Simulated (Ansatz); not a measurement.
# TlSbS3 (model cell, started as cubic perovskite with Sb in the octahedra): a soft mode frozen in, part 2 of 3

Aim: this structure of TlSbS3 (model cell, started as cubic perovskite with Sb in the octahedra) is to be tested for unstable modes, and one is followed downhill.

Ansatz 0.2.0; DFT LDA, scalar-relativistic, plane waves, PAW; PAW set soft_1.

So far, highest frequency on the path or at a solved wavevector (cm⁻¹): step 2 (phonons on a q mesh) 352. Also lowest frequency on the path (cm⁻¹): step 2 -143.

The structure was built from a prototype and need not be the compound's stable phase.

## 5. Energy along the mode, all amplitudes (two of the runs are shown above)

An imaginary frequency means negative curvature, so the energy should fall and then rise again as anharmonic terms take over.

Numbers from this step:

```
depth at the lowest point sampled  : 34.26 meV/atom
largest atomic shift at that point : 0.6 Å
```

Energy from the parent against largest atomic shift:

| largest atomic shift (Å) | energy from the parent (meV/atom) |
| --- | --- |
| 0.000 | 0 |
| 0.040 | -0.419 |
| 0.080 | -1.63 |
| 0.140 | -4.67 |
| 0.220 | -10.3 |
| 0.320 | -19.0 |
| 0.450 | -30.1 |
| 0.600 | -34.3 |

Displacement at unit largest shift by atom:

| atom | x (Å) | y (Å) | z (Å) | size |
| --- | --- | --- | --- | --- |
| Tl1 | 0.00 | 0.01 | -0.03 | 0.03 |
| Tl2 | 0.00 | -0.01 | 0.03 | 0.03 |
| Sb3 | 0.00 | -0.11 | 0.04 | 0.12 |
| Sb4 | 0.00 | 0.11 | -0.04 | 0.12 |
| S5 | 0.00 | 0.00 | 0.00 | 0.00 |
| S6 | 0.00 | 0.00 | 0.00 | 0.00 |
| S7 | 0.00 | 0.00 | 0.00 | 0.00 |
| S8 | 0.00 | 0.00 | 0.00 | 0.00 |
| S9 | 0.00 | 0.95 | -0.32 | 1.00 |
| S10 | 0.00 | -0.95 | 0.32 | 1.00 |

The lowest of the steps tried is the last one, at 0.6 Å, 34.3 meV/atom below the parent; the bottom of the well need not coincide with a step.

## 6. Relaxing from the distorted cell

Starting from the lowest point found, all atoms and the cell are let go, so that strain and other modes of the same symmetry can join in.

File input.yaml:

```yaml
crystal:
  lattice:
    - [-4.9559718062, 0.0, 0.0]
    - [0.0, -4.9559718062, -4.9559718062]
    - [0.0, -4.9559718062, 4.9559718062]
  atoms:
    - { symbol: Tl, position: [0.0, 0.5012900664, 0.49742104] }
    - { symbol: Tl, position: [0.0, -0.0012900664, 0.00257896] }
    - { symbol: Sb, position: [0.5, 0.0044591981, 0.5089143427] }
    - { symbol: Sb, position: [0.5, 0.4955408019, -0.0089143427] }
    - { symbol: S, position: [0.5, 0.25, 0.25] }
    - { symbol: S, position: [0.5, 0.75, 0.75] }
    - { symbol: S, position: [0.5, 0.25, 0.75] }
    - { symbol: S, position: [0.5, 0.75, 0.25] }
    - { symbol: S, position: [1.0, -0.0382983762, 0.4234380622] }
    - { symbol: S, position: [1.0, 0.5382983762, 0.0765619378] }
kpoints:
  mp_grid: { grid: [8, 6, 6] }
hamiltonian:
  xc: lda
  pseudopotentials: { kind: paw, azcp: { folder: soft_1 }, xc_functional: pbe }
scf:
  occupations: { method: methfessel_paxton, width: 0.2 }
output:
  forces: true
  stress: true
  eigenvalues: true
relax:
  adjacent_minimum: "off"
  f_tol: 0.002
  max_steps: 120
  cell: { stress_tol: 0.03 }
```

On the command line:

```
ansatz run input.yaml --threads 4 --pin off --max-ram 16384MiB --backend cpu --events-out ev --progress --plain --runs-dir out
```

Numbers of over 12 decimals in the logs are rounded to 6 here.

Log:

```text
[...]
Crystal: 10 atoms, lattice volume = 243.454 Å³
Basis set: ecut = 420 eV, 4781 PW (Γ)
Bands: 56, of which v1, the nominal top of the filled ones, is band 46 counted from 1 (45 counted from 0)
Symmetry: 4 space group operations
[...]
k-points: 100 of 288
[...]
SCF iter   1: F=—  HF=-40186.350856 eV  |F-HF|=—  |Δ(HF+E_count)|=         —  Δρ=2.99e-2  dr2=5.28e0  ethr=3.10e-3  ⟨swp⟩=9.4  Hψ=26433  notcnv=0
[...]
SCF iter  10: F=-40184.542497 eV  HF=-40184.542497 eV  |F-HF|=7.53e-9  |Δ(HF+E_count)|=   2.44e-8  S|Δr|=    0.00e0  Δρ=1.60e-6  dr2=1.77e-8  ethr=1.09e-10  ⟨swp⟩=14.4  Hψ=30524  notcnv=0
SCF 1 converged in 10 iterations: F = -40184.542497 eV  dr2 = 1.77e-8
[...]
relax step   1: F+E_penalty+E_count = -40184.54249728 eV  Δ(F+E_penalty+E_count) = +0.000e0 eV  max|allowed force component| = 4.497e-1 eV/Å  Δτ_max = 0.0000 Å  P = +0.073 GPa  Ω = 243.454 Å³  (10 SCF iters, dr2 threshold 1.00e-7 eV, accepted)
Crystal: 10 atoms, lattice volume = 241.734 Å³
Basis set: ecut = 420 eV, 4701 PW (Γ)
[...]
SCF iter   7: F=-40184.756847 eV  HF=-40184.756847 eV  |F-HF|=8.98e-8  |Δ(HF+E_count)|=   1.73e-7  S|Δr|=    0.00e0  Δρ=5.01e-6  dr2=1.79e-7  ethr=1.09e-9  ⟨swp⟩=9.0  Hψ=26209  notcnv=0
SCF 2 converged in 7 iterations: F = -40184.756847 eV  dr2 = 1.79e-7
relax step   2: F+E_penalty+E_count = -40184.75684660 eV  Δ(F+E_penalty+E_count) = -2.143e-1 eV  max|allowed force component| = 1.637e-1 eV/Å  Δτ_max = 0.1363 Å  P = +0.053 GPa  Ω = 241.734 Å³  energy of the carried Pulay correction = +3.221e-4 eV  (7 SCF iters, dr2 threshold 1.00e-6 eV, accepted)
Crystal: 10 atoms, lattice volume = 239.568 Å³
Basis set: ecut = 420 eV, 4661 PW (Γ)
[...]
SCF iter   7: F=-40184.844958 eV  HF=-40184.844959 eV  |F-HF|=3.40e-7  |Δ(HF+E_count)|=   8.04e-7  S|Δr|=    0.00e0  Δρ=1.00e-5  dr2=5.11e-7  ethr=1.09e-9  ⟨swp⟩=10.1  Hψ=29951  notcnv=0
SCF 3 converged in 7 iterations: F = -40184.844958 eV  dr2 = 5.11e-7
relax step   3: F+E_penalty+E_count = -40184.84495843 eV  Δ(F+E_penalty+E_count) = -8.811e-2 eV  max|allowed force component| = 8.413e-2 eV/Å  Δτ_max = 0.1943 Å  P = +0.083 GPa  Ω = 239.568 Å³  energy of the carried Pulay correction = +7.309e-4 eV  (7 SCF iters, dr2 threshold 1.00e-6 eV, accepted)
[... from here on, the SCF cycles and remarks between the steps are left out ...]
relax step   4: F+E_penalty+E_count = -40184.87702838 eV  Δ(F+E_penalty+E_count) = -3.207e-2 eV  max|allowed force component| = 1.807e-1 eV/Å  Δτ_max = 0.1291 Å  P = +0.110 GPa  Ω = 237.335 Å³  energy of the carried Pulay correction = +1.156e-3 eV  (8 SCF iters, dr2 threshold 1.00e-6 eV, accepted)
relax step   5: F+E_penalty+E_count = -40184.93007867 eV  Δ(F+E_penalty+E_count) = -5.305e-2 eV  max|allowed force component| = 1.151e-1 eV/Å  Δτ_max = 0.0682 Å  P = +0.010 GPa  Ω = 235.874 Å³  energy of the carried Pulay correction = +1.437e-3 eV  (8 SCF iters, dr2 threshold 1.00e-6 eV, accepted)
relax step   6: F+E_penalty+E_count = -40184.89973902 eV  Δ(F+E_penalty+E_count) = +3.034e-2 eV  max|allowed force component| = 3.187e-1 eV/Å  Δτ_max = 0.1488 Å  P = +0.580 GPa  Ω = 232.063 Å³  energy of the carried Pulay correction = +2.176e-3 eV  (8 SCF iters, dr2 threshold 1.00e-6 eV, rejected (line search))
relax step   7: F+E_penalty+E_count = -40184.96464202 eV  Δ(F+E_penalty+E_count) = -3.456e-2 eV  max|allowed force component| = 1.294e-1 eV/Å  Δτ_max = 0.0489 Å  P = -0.236 GPa  Ω = 236.334 Å³  energy of the carried Pulay correction = +1.348e-3 eV  (13 SCF iters, accepted)
relax step   8: F+E_penalty+E_count = -40184.95015614 eV  Δ(F+E_penalty+E_count) = +1.449e-2 eV  max|allowed force component| = 4.416e-1 eV/Å  Δτ_max = 0.0530 Å  P = +0.267 GPa  Ω = 233.788 Å³  energy of the carried Pulay correction = +1.840e-3 eV  (7 SCF iters, dr2 threshold 1.00e-6 eV, rejected (line search))
relax step   9: F+E_penalty+E_count = -40184.97037096 eV  Δ(F+E_penalty+E_count) = -5.729e-3 eV  max|allowed force component| = 1.081e-2 eV/Å  Δτ_max = 0.0244 Å  P = -0.031 GPa  Ω = 235.141 Å³  energy of the carried Pulay correction = +1.578e-3 eV  (12 SCF iters, accepted)
relax step  10: F+E_penalty+E_count = -40184.97040628 eV  Δ(F+E_penalty+E_count) = -3.532e-5 eV  max|allowed force component| = 1.806e-2 eV/Å  Δτ_max = 0.0080 Å  P = +0.049 GPa  Ω = 234.825 Å³  energy of the carried Pulay correction = +1.639e-3 eV  (8 SCF iters, dr2 threshold 7.31e-9 eV, rejected (line search))
relax step  11: F+E_penalty+E_count = -40184.97048218 eV  Δ(F+E_penalty+E_count) = -1.112e-4 eV  max|allowed force component| = 3.864e-3 eV/Å  Δτ_max = 0.0039 Å  P = +0.002 GPa  Ω = 235.016 Å³  energy of the carried Pulay correction = +1.602e-3 eV  (10 SCF iters, accepted)
relax step  12: F+E_penalty+E_count = -40184.97050181 eV  Δ(F+E_penalty+E_count) = -1.963e-5 eV  max|allowed force component| = 4.866e-4 eV/Å  Δτ_max = 0.0052 Å  P = -0.001 GPa  Ω = 235.023 Å³  energy of the carried Pulay correction = +1.601e-3 eV  (8 SCF iters, dr2 threshold 9.33e-10 eV, accepted)
relax step  13: F+E_penalty+E_count = -40184.97228783 eV  Δ(F+E_penalty+E_count) = -1.786e-3 eV  max|allowed force component| = 4.851e-4 eV/Å  Δτ_max = 0.0000 Å  P = +0.009 GPa  Ω = 235.023 Å³  stress off target by 3.40e-2 GPa  SCF on the basis re-selected at this cell (its energy is not comparable with the rows above)  (6 SCF iters)
relax step  14: F+E_penalty+E_count = -40184.97231169 eV  Δ(F+E_penalty+E_count) = -2.386e-5 eV  max|allowed force component| = 3.615e-4 eV/Å  Δτ_max = 0.0015 Å  P = +0.000 GPa  Ω = 235.042 Å³  energy of the carried Pulay correction = -4.098e-6 eV  (7 SCF iters, dr2 threshold 2.89e-9 eV, accepted)
[...]
SCF iter   5: F=-40184.972314 eV  HF=-40184.972314 eV  |F-HF|=0.00e0  |Δ(HF+E_count)|=  6.55e-11  S|Δr|=    0.00e0  Δρ=7.39e-8  dr2=2.72e-11  ethr=1.00e-12  ⟨swp⟩=8.7  Hψ=27146  notcnv=0
SCF 15 converged in 5 iterations: F = -40184.972314 eV  dr2 = 2.72e-11
relax step  15: F+E_penalty+E_count = -40184.97231426 eV  Δ(F+E_penalty+E_count) = -2.565e-6 eV  max|allowed force component| = 3.616e-4 eV/Å  Δτ_max = 0.0000 Å  P = +0.000 GPa  Ω = 235.042 Å³  stress off target by 4.07e-3 GPa  SCF on the basis re-selected at this cell (its energy is not comparable with the rows above)  (5 SCF iters)
[...]
SCF converged after 5 iterations
[...]
Free energy (F): -40184.972314 eV
[...]
Internal energy: -40184.986743 eV  (E = F + TS)
E sigma→0 (E₀):  -40184.975921 eV
Entropy (-TS):   0.014429 eV (1.443 meV/atom)
Fermi energy:    7.227828 eV
[...]
--- Forces (eV/Å), atoms counted from 1 ---
  atom   1  Tl    -0.00000000     0.00014104     0.00018050
  atom   2  Tl     0.00000000    -0.00014104    -0.00018050
  atom   3  Sb    -0.00000000     0.00032739    -0.00000248
  atom   4  Sb     0.00000000    -0.00032739     0.00000248
  atom   5  S      0.00000000     0.00000000     0.00000000
  atom   6  S     -0.00000000     0.00000000     0.00000000
  atom   7  S      0.00000000     0.00000000     0.00000000
  atom   8  S      0.00000000     0.00000000     0.00000000
  atom   9  S      0.00000000    -0.00036159     0.00004117
  atom  10  S     -0.00000000     0.00036159    -0.00004117
  max |Σ_I F_I| component: 6.78e-21 eV/Å
--- Stress (GPa, compression-positive) ---
       -0.004069       0.000000       0.000000
        0.000000       0.003052      -0.000012
        0.000000      -0.000012       0.001532
  P = ⅓ Tr σ = 0.0002 GPa (0.002 kbar)
--- Band table (eV; the first three rows and the last of 100) ---
  k-point 0: bands = [... 42 lower, 6.6341, 6.8810, 7.0344, 7.2747, 7.2942, 7.8970, 8.9645, 9.5353, ... 6 higher]
  k-point 1: bands = [... 42 lower, 6.5623, 6.8257, 6.8996, 7.1754, 7.2049, 7.9656, 9.0675, 9.7256, ... 6 higher]
  k-point 2: bands = [... 42 lower, 6.5695, 6.5740, 6.9911, 7.0336, 7.0501, 7.7934, 9.7264, 10.1637, ... 6 higher]
  k-point 99: bands = [... 42 lower, 5.9756, 6.1359, 6.5757, 7.6737, 7.7984, 8.9360, 9.1881, 10.2505, ... 6 higher]
--- Relaxed structure (13 steps of the walk, 10 accepted, 2 SCFs on fresh bases) ---
  F+E_penalty+E_count = -40184.97231426 eV   max|allowed force component| = 3.616e-4 eV/Å   (the final SCF, on the basis selected at the relaxed cell)
  cell:  # Å, volume = 235.0422 Å³
    - [-4.291583, 0.0, 0.0]
    - [0.0, -5.343719, -5.124514]
    - [0.0, -5.343744, 5.124538]
  atoms:
    - { symbol: Tl, position: [0, 0.488099, 0.512021] }
    - { symbol: Tl, position: [0, 0.011901, -0.012021] }
    - { symbol: Sb, position: [0.5, 0.014205, 0.514185] }
    - { symbol: Sb, position: [0.5, 0.485795, -0.014185] }
    - { symbol: S, position: [0.5, 0.250000, 0.25] }
    - { symbol: S, position: [0.5, 0.750000, 0.750000] }
    - { symbol: S, position: [0.5, 0.250000, 0.75] }
    - { symbol: S, position: [0.5, 0.75, 0.250000] }
    - { symbol: S, position: [1.0, -0.109902, 0.390061] }
    - { symbol: S, position: [1.0, 0.609902, 0.109939] }
```

Elapsed: 6.9 min, on 4 threads of Arm Neoverse V1, shared host; peak memory 1.3 GiB; 27 min of CPU time.

The steps of the relaxation:

| step | energy less that of the first step (eV) | largest force component (eV/Å) | pressure (GPa) | volume (Å³) |
| --- | --- | --- | --- | --- |
| 1 | 0.0000 | 0.4497 | 0.07 | 243.45 |
| 2 | -0.2143 | 0.1638 | 0.05 | 241.73 |
| 3 | -0.3025 | 0.0841 | 0.08 | 239.57 |
| 4 | -0.3345 | 0.1807 | 0.11 | 237.33 |
| 5 | -0.3876 | 0.1151 | 0.01 | 235.87 |
| 6 | -0.3572 | 0.3187 | 0.58 | 232.06 |
| 7 | -0.4221 | 0.1294 | -0.24 | 236.33 |
| 8 | -0.4077 | 0.4416 | 0.27 | 233.79 |
| 9 | -0.4279 | 0.0108 | -0.03 | 235.14 |
| 10 | -0.4279 | 0.0181 | 0.05 | 234.82 |
| 11 | -0.4280 | 0.0039 | 0.00 | 235.02 |
| 12 | -0.4280 | 0.0005 | 0.00 | 235.02 |
| 13* | -0.4298 | 0.0005 | 0.01 | 235.02 |
| 14 | -0.4298 | 0.0004 | 0.00 | 235.04 |
| 15* | -0.4298 | 0.0004 | 0.00 | 235.04 |

Relaxation steps marked * repeat the geometry before them on a plane-wave basis chosen anew for their cell, so energy and pressure can jump there. Relaxation steps 6, 8, 10 were tried and not accepted.

Forces are held to the 4 operations that the run works with; a distortion that breaks them can't arise in this run.

| cell as run | before | after | change |
| --- | --- | --- | --- |
| a (Å) | 4.956 | 4.292 | -13.4 % |
| b (Å) | 7.009 | 7.404 | +5.6 % |
| c (Å) | 7.009 | 7.404 | +5.6 % |
| α (°) | 90.00 | 87.60 | -2.7 % |
| volume (Å³/atom) | 24.35 | 23.50 | -3.5 % |

The atoms that moved most (Å, as changes of fractional coordinates times the final cell):

| atom | dx | dy | dz | length |
| --- | --- | --- | --- | --- |
| S10 | 0.000 | -0.561 | -0.196 | 0.594 |
| S9 | 0.000 | 0.561 | 0.196 | 0.594 |
| Tl1 | 0.000 | -0.008 | 0.142 | 0.143 |
| Tl2 | 0.000 | 0.008 | -0.142 | 0.143 |
| Sb3 | 0.000 | -0.080 | -0.023 | 0.083 |
| Sb4 | 0.000 | 0.080 | 0.023 | 0.083 |

This step gave:

```
pressure        : 1.72e-4 GPa
volume per atom : 23.50 Å³
```

The distorted start has space group P2/m; the relaxation ends in Cmmm.

## 7. The new phase in its own primitive cell

The relaxed structure is symmetrised, reduced to its primitive cell and relaxed tightly, as its phonons need.

input.yaml, the sections that differ from step 6:

```yaml
crystal:
  lattice:
    - [5.1245257896, -5.3437315955, 0.0]
    - [5.1245257896, 5.3437315955, 0.0]
    - [0.0, 0.0, 4.2915825146]
  atoms:
    - { symbol: Tl, position: [0.2379787963, 0.2379787963, 0.0] }
    - { symbol: Tl, position: [0.7620212037, 0.7620212037, 0.0] }
    - { symbol: Sb, position: [0.2358651234, 0.7641348766, 0.5] }
    - { symbol: Sb, position: [0.7641348766, 0.2358651234, 0.5] }
    - { symbol: S, position: [0.5, 0.0, 0.5] }
    - { symbol: S, position: [0.0, 0.5, 0.5] }
    - { symbol: S, position: [0.0, 0.0, 0.5] }
    - { symbol: S, position: [0.5, 0.5, 0.5] }
    - { symbol: S, position: [0.3599806874, 0.6400193126, 0.0] }
    - { symbol: S, position: [0.6400193126, 0.3599806874, 0.0] }
kpoints:
  mp_grid: { grid: [6, 6, 8] }
relax:
  adjacent_minimum: "off"
  f_tol: 0.001
  max_steps: 60
  cell: { stress_tol: 0.01 }
# hamiltonian, scf, output: as in step 6
```

Log:

```text
[...]
Crystal: 10 atoms, lattice volume = 235.042 Å³
Basis set: ecut = 420 eV, 4567 PW (Γ)
Bands: 56, of which v1, the nominal top of the filled ones, is band 46 counted from 1 (45 counted from 0)
Symmetry: 8 space group operations
[...]
k-points: 65 of 288
[...]
- { symbol: Sb, position: [0.235802, 0.764198, 0.500000] }
    - { symbol: Sb, position: [0.764198, 0.235802, 0.500000] }
    - { symbol: S, position: [0.500000, 2.7755575615628914e-17, 0.500000] }
    - { symbol: S, position: [2.7755575615628914e-17, 0.500000, 0.500000] }
    - { symbol: S, position: [0, 0, 0.500000] }
    - { symbol: S, position: [0.500000, 0.500000, 0.500000] }
    - { symbol: S, position: [0.359931, 0.640069, 0.0] }
    - { symbol: S, position: [0.640069, 0.359931, 0.0] }
[key lines of the parts left out:]
SCF converged after 7 iterations
Free energy (F): -40184.972321 eV
Fermi energy:    7.227932 eV
P = ⅓ Tr σ = -0.0003 GPa (-0.003 kbar)
```

The job ended after 58 s (4 threads; peak memory 0.99 GiB; 3.8 min of CPU time).

Little changed from the start: no atom moved by 0.005 Å and no cell edge by 0.1 %.

Numbers from this step:

```yaml
pressure: -3.03e-4 GPa
```

The largest force component left is 0.45 meV/Å and the pressure is 0.000 GPa, within the tolerances set. The cell now holds 23.50 Å³/atom.

[end of part 2 of 3]

[Logs are printed without paths, hosts, clocks, repeated set-up lines and the standing remarks that a program may print on its own settings, such as how far it seeks lower states.]

[Hosts, paths, dates, database ids (printed as entryN), source tags and the programs' standing remarks are cut or masked in the printed files.]
